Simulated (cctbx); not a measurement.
# Symmetry from intensities

Cell: a = 11.6370 Å, b = 5.4240 Å, c = 6.8460 Å, α = 90.00°, β = 90.00°, γ = 90.00°. Expected content of the cell: Pb4 Si4 O16 Li8.

The data are simulated with cctbx, not measured: Mo Kα, λ = 0.71073 Å, to d = 0.7 Å, 80 % of the full sphere, strongest reflection 70000 counts, noise from counting, a 4 % proportional error and a noise floor of 4 counts (s.d.); no absorption, some extinction.

Tests on the unmerged data give:

```text
4227 reflections to d = 0.701 A
centring   violations  <I/sigma> of those
    A       1771 of  2103     17.7
    B       1867 of  2114     18.2
    C       1788 of  2121     17.7
    I       1731 of  2090     16.3
    R       2452 of  2809     17.9
    F       2713 of  3169     17.9
Laue class    unique    Rint  (classes that these axes allow; Friedel mates merged)
P -1             2536   0.036
P 1 2/m 1        1441   0.038
P 1 1 2/m        1420   0.038
P 2/m 1 1        1381   0.039
P m m m           813   0.041
space group    extra absences  I>4sigma  <I/sigma>
P 2 2 2                 0          0         -  acentric
P 2 2 21                7          0       0.6  acentric
P 21 2 2               13          0       0.1  acentric
P 2 21 2                7          0      -1.2  acentric
P 21 21 2              20          0      -0.4  acentric
P 2 21 21              14          0      -0.3  acentric
P 21 2 21              20          0       0.2  acentric
P 21 21 21             27          0      -0.1  acentric
P m m 2                 0          0         -  acentric
P 2 m m                 0          0         -  acentric
P m 2 m                 0          0         -  acentric
P 21 a m              196          0      -0.0  acentric
P m a 2               196          0      -0.0  acentric
P n m 21               89          0      -0.1  acentric
P n 21 m               89          0      -0.1  acentric
P n a 21              285          0      -0.0  acentric
P m m m                 0          0         -  centric
P m a m               196          0      -0.0  centric
P n m m :1             89          0      -0.1  centric
P n m m :2             89          0      -0.1  centric
P n a m               285          0      -0.0  centric
Wilson B = 0.57 A^2   <|E^2-1|> = 0.788 (0.968 centric, 0.736 acentric)   E^2>4: 0.3 %
shell (A)         n   <I/sigma>
11.64 - 1.40    121     31.9
 1.40 - 1.11    102     29.8
 1.11 - 0.97    100     32.9
 0.97 - 0.88    102     32.1
 0.88 - 0.82    101     30.6
 0.82 - 0.77     92     31.9
 0.77 - 0.73     96     32.8
 0.73 - 0.70     99     28.1
```

Q: Read the symmetry from these tables.

Every centring test has many violations, so the lattice is primitive.

Rint stays low (0.036 to 0.041) up to P m m m, the highest class in these axes.

21 settings pass the absence test. The most absences obeyed, 285, belong to P n a 21 and P n a m, which absences can't tell apart.

⟨|E²−1|⟩ = 0.788 leans to a non-centrosymmetric structure. The Wilson B of 0.57 Å² means U ≈ 0.0072 Å².

The true group is Pna2_1 (no. 33), Laue class mmm, non-centrosymmetric. The tables only narrow the choice to the tied entries; cell content, site symmetry and trial solutions must settle it.

This is a model crystal, built by substitution and not relaxed, with assumed displacement parameters.

[Logs are printed without paths, hosts, clocks, repeated set-up lines and the standing remarks that a program may print on its own settings, such as how far it seeks lower states.]
